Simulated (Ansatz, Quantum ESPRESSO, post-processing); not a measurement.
# honeycomb PAs, 1 layer in an electric field, part 2 of 2

Aim: how honeycomb PAs, 1 layer screens a field along its normal, and what the field does to its bands.

Quantum ESPRESSO 7.5; plane-wave DFT, RPBE, GBRV ultrasoft pseudopotentials made under PBE; geometry and cross-check by Ansatz 0.2.0 with PAW datasets.

So far. Step 13 (Band structure: field -0.2 V/Å): Along this path the valence top lies at Γ and the conduction bottom between Γ and M. Step 14 (Density by pp.x): The density integrates to 10.000 electrons, as the 10 of the input ask.

### Step 17. Polarisability from the dipole between 0 and 0.1 V/A

Numbers from this step:

* change of slope in the vacuum: 0.09999 eV/Å
* polarisability a cell: 3.178 Å³
* sheet polarisability 4πα/A: 3.866 Å

Table of change of the potential energy, second field less first by z:

z (Å), change of the potential energy, second field less first (eV) and a bar from the least value:
```
      0.0     -0.355 #######
      0.5     -0.666 
      1.0     -0.616 #
      1.5     -0.566 ##
      2.0     -0.516 ###
      2.5     -0.466 #####
      3.0     -0.416 ######
      3.5     -0.366 #######
      4.0     -0.316 ########
      4.5     -0.266 #########
      5.0     -0.217 ##########
      5.5     -0.168 ###########
      6.0     -0.120 ############
      6.5     -0.076 #############
      7.0     -0.039 ##############
      7.5     -0.015 ###############
      8.0     -0.004 ###############
      8.5      0.000 ###############
      9.0      0.001 ###############
      9.5     -0.001 ###############
     10.0      0.001 ###############
     10.5      0.008 ###############
     11.0      0.027 ################
     11.5      0.060 #################
     12.0      0.102 ##################
     12.5      0.149 ###################
     13.0      0.198 ####################
     13.5      0.248 #####################
     14.0      0.297 ######################
     14.5      0.347 #######################
     15.0      0.397 ########################
     15.5      0.447 #########################
     16.0      0.497 ###########################
     16.5      0.547 ############################
     17.0      0.597 #############################
     17.5      0.647 ##############################
     18.0      0.245 #####################
```

### Step 18. Dipole against field

Table of dipole along the normal, dipole moment by applied field:

```csv
applied field (V/Å),"dipole along the normal, dipole moment (e·Å)"
-0.200,-0.0739
0.000,-0.0299
0.100,-0.00779
0.200,0.0143
```

### Step 19. Cross-check with Ansatz: field 0.1 V/Å

A second code with its own PAW datasets, on the same atoms.

Level of this step: plane-wave DFT, PBE, Ansatz PAW (Ansatz 0.2.0).

input.yaml reads:

```yaml
crystal:
  lattice:
    - [3.453955571, 0.0, 0.0]
    - [-1.7269777855, 2.991213268, 0.0]
    - [0.0, 0.0, 18.32]
  atoms:
    - { symbol: As, position: [0.6666666667, 0.3333333333, 0.4640084108] }
    - { symbol: P, position: [0.3333333333, 0.6666666667, 0.5359915892] }
kpoints:
  mp_grid: { grid: [12, 12, 1] }
hamiltonian:
  xc: pbe
scf:
  occupations: { method: fermi_dirac, width: 0.054 }
  convergence: { dr2_threshold: 1.0e-09 }
efield:
  axis: 3
  dipole_correction: true
  ramp_position: 0.97
  ramp_width: 0.04
  amplitude: 0.1
output:
  write_potential: true
  write_density: true
  volumetric_format: npy
```

On the command line:

```bash
$ ansatz run input.yaml --threads 4 --pin off --max-ram 8192MiB --backend cpu --events-out ev --progress --plain --runs-dir out
```

Wall time 2.1 s (4 threads of Intel Xeon Platinum 8375C at 2.90GHz (Ice Lake), shared host); peak memory 0.46 GiB.

This step gave:

* free energy: -5611.7099 eV
* Fermi energy: -1.908 eV
* gap by band count: 1.844 eV
* dipole along the normal: -0.006710 e·Å

At 0.1 V/Å Ansatz's dipole is -0.0067 e Å against -0.0078 from pw.x, under another functional.

### Step 20. Cross-check with Ansatz: field -0.1 V/Å

input.yaml, as its differences from the input of step 19:

```diff
@@ -20,3 +20,3 @@
   ramp_width: 0.04
-  amplitude: 0.1
+  amplitude: -0.1
 output:
```

Wall time 1.7 s (4 threads); peak memory 0.46 GiB; 6.1 s of CPU time.

Read from the output:

* free energy: -5611.7157 eV
* Fermi energy: -1.928 eV
* gap by band count: 1.846 eV
* dipole along the normal: -0.05092 e·Å

### Step 21. Dipole against field, Ansatz

Dipole along the normal, dipole moment against applied field:

```csv
applied field (V/Å),"dipole along the normal, dipole moment (e·Å)"
-0.1000,-0.0509
0.0000,-0.0289
0.1000,-0.00671
```

### Step 22. Self-consistent run, with mixing_beta = 0.5, electron_maxstep = 60 and diagonalization = cg

How much does a setting matter? One run is repeated with a change.

Level of this step: plane-wave DFT, RPBE, GBRV ultrasoft pseudopotentials made under PBE (Quantum ESPRESSO 7.5). input_dft overrides the functional of the files.

f1.w0.in reads:

```
&control
  prefix = 'f1.w0'
  outdir = './out'
  pseudo_dir = './pseudo'
  calculation = 'scf'
  tprnfor = .true.
  tefield = .true.
  dipfield = .true.
/
&system
  ibrav = 0
  nat = 2
  ntyp = 2
  ecutwfc = 40
  ecutrho = 200
  input_dft = 'rpbe'
  occupations = 'smearing'
  smearing = 'fd'
  degauss = 0.004
  edir = 3
  emaxpos = 0.97
  eopreg = 0.04
  eamp = 0.00194469
/
&electrons
  conv_thr = 1e-09
  mixing_beta = 0.5
  electron_maxstep = 60
  mixing_mode = 'plain'
  diagonalization = 'cg'
/
ATOMIC_SPECIES
  As  74.9216  as_pbe_v1.uspp.F.UPF
  P   30.9738  p_pbe_v1.5.uspp.F.UPF
CELL_PARAMETERS angstrom
  3.45395557101212 -0.00000000000000 0.00000000000000
  -1.72697778550606 2.99121326803928 0.00000000000000
  0.00000000000000 0.00000000000000 18.32000000000000
ATOMIC_POSITIONS crystal
  As  0.666666666667 0.333333333333 0.464008410766
  P   0.333333333333 0.666666666667 0.535991589234
K_POINTS automatic
  12 12 1 0 0 0
```

On the command line:

```bash
$ OMP_NUM_THREADS=1 mpirun -n 4 pw.x -nk 4 -in f1.w0.in > f1.w0.out
```

Wall time 31 s (4 MPI ranks); peak memory 0.54 GiB; 2 min of CPU time.

Beside the run it was changed from:

```csv
quantity,this run,unchanged run,difference
dipole along the normal (e·Å),-0.007807,-0.007786,-2.1e-5
free energy (eV),-760.2442,-760.2442,0
wall time (s),31,20,
SCF iterations,10,8,
```

The free energy moves by +0 meV an atom.

This run starts from superposed atoms, the unchanged one from a saved density, so their iteration counts don't compare.

The physical values in this table move by up to 0.27 %.

### Step 23. The arithmetic

α = Δp/E = (-0.00779 − (-0.02986)) e Å / 0.1 V/Å = 0.2207 e Å²/V; times e/(4πε₀) = 14.40 V Å this is 3.178 Å³. With A = 10.332 Å², 4πα/A = 3.865 Å.

### Step 24. Outcome

| Property | Result |
| --- | --- |
| polarisability along the normal, a cell | 3.18 Å³ |
| sheet polarisability 4πα/A | 3.87 Å |
| dipole without a field | -0.0299 e·Å |
| Kohn-Sham ionisation potential, upper face | 6.00 eV |
| gap along the path at 0 V/Å | 1.91 eV |
| gap along the path at 0.2 V/Å | 1.91 eV |
| gap along the path at -0.2 V/Å | 1.91 eV |

What this shows: The sheet answers a field with a polarisability of 3.18 Å³ a cell, or 4πα/A = 3.87 Å (RPBE, GBRV ultrasoft (made under PBE)). In pw.x the dipole follows the field linearly over the range tried. A perfect conductor 3.87 Å thick would screen alike; the outer atoms lie 1.32 Å apart. At 0.1 V/Å the sheet takes 0.387 eV off the potential drop. At 0.2 V/Å the gap along the path is unchanged within 0.01 eV. Quantum ESPRESSO and Ansatz give 3.178 and 3.183 Å³ for the polarisability (pw.x from 0 and 0.1 V/Å, Ansatz from ±0.1 V/Å, under PBE), which agree. The ions stay at their zero-field places, so this is the electrons' response alone. Semilocal gaps are too small, and in strong fields empty levels can belong to the vacuum. Spin-orbit coupling is left out; depending on the atoms that carry the levels of interest, it can split and shift them by tens to hundreds of meV.

[Logs are printed without paths, hosts, clocks, repeated set-up lines and the standing remarks that a program may print on its own settings, such as how far it seeks lower states.]

[Hosts, paths, dates, database ids (printed as entryN), source tags and the programs' standing remarks are cut or masked in the printed files.]

[Maps of the electrostatic potential energy from Ansatz leave out the sawtooth potential of an applied field or a dipole correction, so their vacuum need not be flat; planar profiles and work functions include it.]
